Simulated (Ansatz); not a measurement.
# Ir wire along [110], 4 atoms a period: bands by functional and under strain, part 4 of 4

What gap, if any, does the Ir wire along [110], 4 atoms a period have, and how does it change with the functional and under strain?

Ansatz 0.2.0; DFT PBE, plane waves, PAW; relaxation of a wire's period (the session's first sound run).

So far. Step 9 (At a strained period, period over the relaxed period …): Bands cross the Fermi level, as under PBE at the relaxed period, with no moment.

## Step 10: A varied input

This step: DFT HSE06, plane waves, PAW; bands of a perfect wire at the PBE geometry; changed: hamiltonian.xc = "hse06", scf.occupations.method = "methfessel_paxton", scf.occupations.width = 0.2 (Ansatz 0.2.0).

The atoms of the band run (LDA) are kept and the input is varied, to see whether the result depends on it.

input.yaml reads:

```yaml
crystal:
  lattice:
    - [10.67, 0.0, 0.0]
    - [0.0, 9.537, 0.0]
    - [0.0, 0.0, 2.5810678533]
  atoms:
    - { symbol: Ir, position: [0.322746706, 0.499973956, 0.0] }
    - { symbol: Ir, position: [0.677253294, 0.499973956, 0.0] }
    - { symbol: Ir, position: [0.5, 0.369503337, 0.5] }
    - { symbol: Ir, position: [0.5, 0.630444575, 0.5] }
kpoints:
  mp_grid: { grid: [1, 1, 24] }
  band_path: { path: ["Γ", Z], npoints: 50 }
scf:
  occupations: { method: methfessel_paxton, width: 0.2 }
hamiltonian:
  xc: hse06
```

Launch:

```console
> ansatz run input.yaml --threads 8 --pin off --max-ram 16384MiB --backend cpu --events-out ev --progress --plain --runs-dir out
```

Numbers of over 12 decimals in the logs are rounded to 6 here.

Log:

```text
exact exchange: scf.exx.singularity resolves to wigner_seitz, which cuts the screened interaction at the faces of the exchange supercell's Wigner-Seitz cell, so that each pair interacts once, at the shortest of its separations (the periodic images that this leaves out come, for a point-like exchange hole, to about 0.005 eV on a filled level). The cut falls within the interaction's reach, and what an exchange supercel [...]
[...]
Crystal: 4 atoms, lattice volume = 262.649 Å³
Basis set: ecut = 420 eV, 5161 PW (Γ)
Bands: 41, of which v1, the nominal top of the filled ones, is band 34 counted from 1 (33 counted from 0)
Symmetry: 8 space group operations
[...]
k-points: 13 of 24
[...]
SCF iter   1: F=—  HF=-47733.716726 eV  |F-HF|=—  |Δ(HF+E_count)|=         —  Δρ=1.37e-2  dr2=1.52e0  ethr=1.77e-3  ⟨swp⟩=7.8  Hψ=2102  notcnv=0
[...]
SCF iter  12: F=-47733.546145 eV  HF=-47733.546145 eV  |F-HF|=1.09e-10  |Δ(HF+E_count)|=  1.16e-10  S|Δr|=    0.00e0  Δρ=3.54e-7  dr2=3.62e-10  ethr=1.58e-11  ⟨swp⟩=2.0  Hψ=1010  notcnv=0
SCF 1 converged in 12 iterations: F = -47733.546145 eV  dr2 = 3.62e-10
[...]
Exchange kernel: α = 0.2500, screened, ω = 0.2079 Å⁻¹, Wigner–Seitz truncation, v(0) = 949.9632 eV·Å³, q-mesh 1×1×24, nearest image of the exchange supercell L = 9.54 Å, pair-density grid 72×64×18, without the augmentation charges, whose exchange is taken in its separable form by FFT convolution over the k-point mesh (the finest that the files' search goes to), smooth part of the exact exchange by density-matrix convolution
Frozen-core exchange: fock
[...]
SCF iter  10: F=-47739.336701 eV  HF=-47739.336738 eV  |F-HF|=3.77e-5  |Δ(HF+E_count)|=   2.57e-4  S|Δr|=    0.00e0  Δρ=1.13e-4  dr2=5.57e-5  ethr=1.24e-7  ⟨swp⟩=3.8  Hψ=1356  notcnv=0
SCF 2 stopped early in 10 iterations: F = -47739.336701 eV  dr2 = 5.57e-5
[...]
hybrid outer 1: dexx = +9.933e-2 eV, tail = 3.13e-4 eV
[...]
Frozen-core exchange: fock
SCF iter   1: F=—  HF=-47739.336294 eV  |F-HF|=—  |Δ(HF+E_count)|=         —  Δρ=1.03e-4  dr2=2.39e-5  ethr=2.30e-6  ⟨swp⟩=4.7  Hψ=1239  notcnv=0
[...]
SCF iter   7: F=-47739.336297 eV  HF=-47739.336297 eV  |F-HF|=4.67e-8  |Δ(HF+E_count)|=   1.05e-8  S|Δr|=    0.00e0  Δρ=3.99e-6  dr2=5.55e-8  ethr=2.59e-10  ⟨swp⟩=3.3  Hψ=1209  notcnv=0  defer=2
SCF 3 converged in 7 iterations: F = -47739.336297 eV  dr2 = 5.55e-8
hybrid outer 2: dexx = +1.437e-5 eV, tail = 3.46e-7 eV, Δε = 3.95e-3 eV (about 2.52e-4 eV left of the loop's levels)
[...]
hybrid SCF converged: 2 outer / 17 inner (+12 warm-up), last move |dexx| = 1.44e-5 eV, tail = 3.46e-7 eV
Stability not checked: this state was not tested for a lower state beside it, because the functional holds exact exchange (a hybrid, or Hartree-Fock), whose exchange loop this test does not read (fock_operator; see scf.lower_state_search)
Free energy (F): -47739.336298 eV
Frozen-core exchange: fock
[...]
Internal energy: -47739.349884 eV  (E = F + TS)
E sigma→0 (E₀):  -47739.339695 eV
Entropy (-TS):   0.013586 eV (3.396 meV/atom)
Fermi energy:    1.532628 eV
[...]
--- Band table (eV; the first three rows and the last of 13) ---
  k-point 0: bands = [... 30 lower, -0.0310, 0.2782, 0.8529, 0.8817, 1.1694, 2.2030, 2.3163, 2.5047, ... 1 higher]
  k-point 1: bands = [... 30 lower, 0.1230, 0.4014, 0.4067, 1.1131, 1.3581, 1.8643, 2.1713, 2.7048, ... 1 higher]
  k-point 2: bands = [... 30 lower, -0.0576, 0.2570, 0.7042, 1.0281, 1.3274, 1.8028, 2.1052, 2.2373, ... 1 higher]
  k-point 12: bands = [... 30 lower, 0.1677, 0.3491, 2.1010, 2.2322, 2.8145, 2.9553, 5.1633, 5.6709, ... 1 higher]
  guard bands above this table: 2 of the run's 41 bands, where the rule asks 4: the bands that hold charge and the lowest empty level above them stay in the table. The solve was not asked for them (output.publish_guard_bands: true or output.eigenvalues: true publishes all)
```

Elapsed: 4 min, on 8 threads of Arm Neoverse V1, shared host; peak memory 4.4 GiB.

The run finished with changed settings (hamiltonian.xc = "hse06", scf.occupations.method = "methfessel_paxton" and scf.occupations.width = 0.2); it serves as a test.

## Step 11: A varied input: basis.ecutwfc = "400 eV"

This step: DFT LDA, plane waves, PAW; bands of a perfect wire at the PBE geometry; changed: basis.ecutwfc = "400 eV" (Ansatz 0.2.0).

The atoms of the band run (LDA) are kept and the input is varied, to see whether the result depends on it.

input.yaml, as its differences from that of step 10:

```diff
@@ -14,4 +14,6 @@
 scf:
-  occupations: { method: methfessel_paxton, width: 0.2 }
+  occupations: { method: fermi_dirac, width: 0.05 }
 hamiltonian:
-  xc: hse06
+  xc: lda
+basis:
+  ecutwfc: "400 eV"
```

Log:

```text
Warning: basis.ecutwfc = 400 eV is below the records' recommended 420 eV, and the density's cutoff is lower with it unless basis.ecutrho_ratio is high enough to keep the records' density cutoff: compare with a run at a higher cutoff
[...]
Crystal: 4 atoms, lattice volume = 262.649 Å³
Basis set: ecut = 400 eV, 4769 PW (Γ)
Bands: 41, of which v1, the nominal top of the filled ones, is band 34 counted from 1 (33 counted from 0)
[...]
--- Band table (eV; the first three rows and the last of 13) ---
  k-point 0: bands = [... 30 lower, 0.0987, 0.4366, 0.5219, 0.7223, 0.8052, 1.8617, 1.9654, 1.9823, ... 3 higher]
  k-point 1: bands = [... 30 lower, 0.1912, 0.2111, 0.5817, 0.7152, 1.0263, 1.5585, 1.8128, 2.0804, ... 3 higher]
  k-point 2: bands = [... 30 lower, -0.1293, 0.2979, 0.6934, 0.7366, 1.1538, 1.3511, 1.6440, 1.6905, ... 3 higher]
  k-point 12: bands = [... 30 lower, 0.4215, 0.6722, 1.3992, 1.4577, 2.1434, 2.2378, 4.5133, 4.8486, ... 3 higher]
[key lines of the parts left out:]
SCF converged after 9 iterations
Free energy (F): -46644.282514 eV
Fermi energy:    1.240138 eV
```

Run time: 3.1 s. Hardware: 8 threads; peak memory 0.74 GiB.

Numbers from this step:

* energy at zero smearing: -46644.2606 eV

It took 3.1 s against 3.7 s for the run it varies.

Against step 4 (now cutoff 400 eV), the free energy moves by +0.2 meV an atom. The total energy is settled to 1 meV an atom between these two settings.

## Step 12: Results

| Item | Value |
| --- | --- |
| cell length, PBE | 2.581 Å |
| conductance, PBE | 5.19 G₀ |
| gap, period scaled by 0.97 | none |
| gap, period scaled by 1.03 | none |

What this shows: Under PBE the cell's length is 2.58 Å, no moment survives, and it is a metal with 5 channels a spin next to the Fermi level, 5.19 G₀ at 300 K. A perfect wire passes every open channel, so the conductance counts half a G₀ for each forward-moving state at the Fermi level, spin by spin; the value here is no such multiple, since a band edge lies within the thermal window. Transport is coherent and elastic here: the atoms are frozen, so scattering by vibrations plays no part. In the perfect wire the moments were started parallel, and no opposed start was run.

[Logs are printed without paths, hosts, clocks, repeated set-up lines and the standing remarks that a program may print on its own settings, such as how far it seeks lower states.]

[Hosts, paths, dates, database ids (printed as entryN), source tags and the programs' standing remarks are cut or masked in the printed files.]
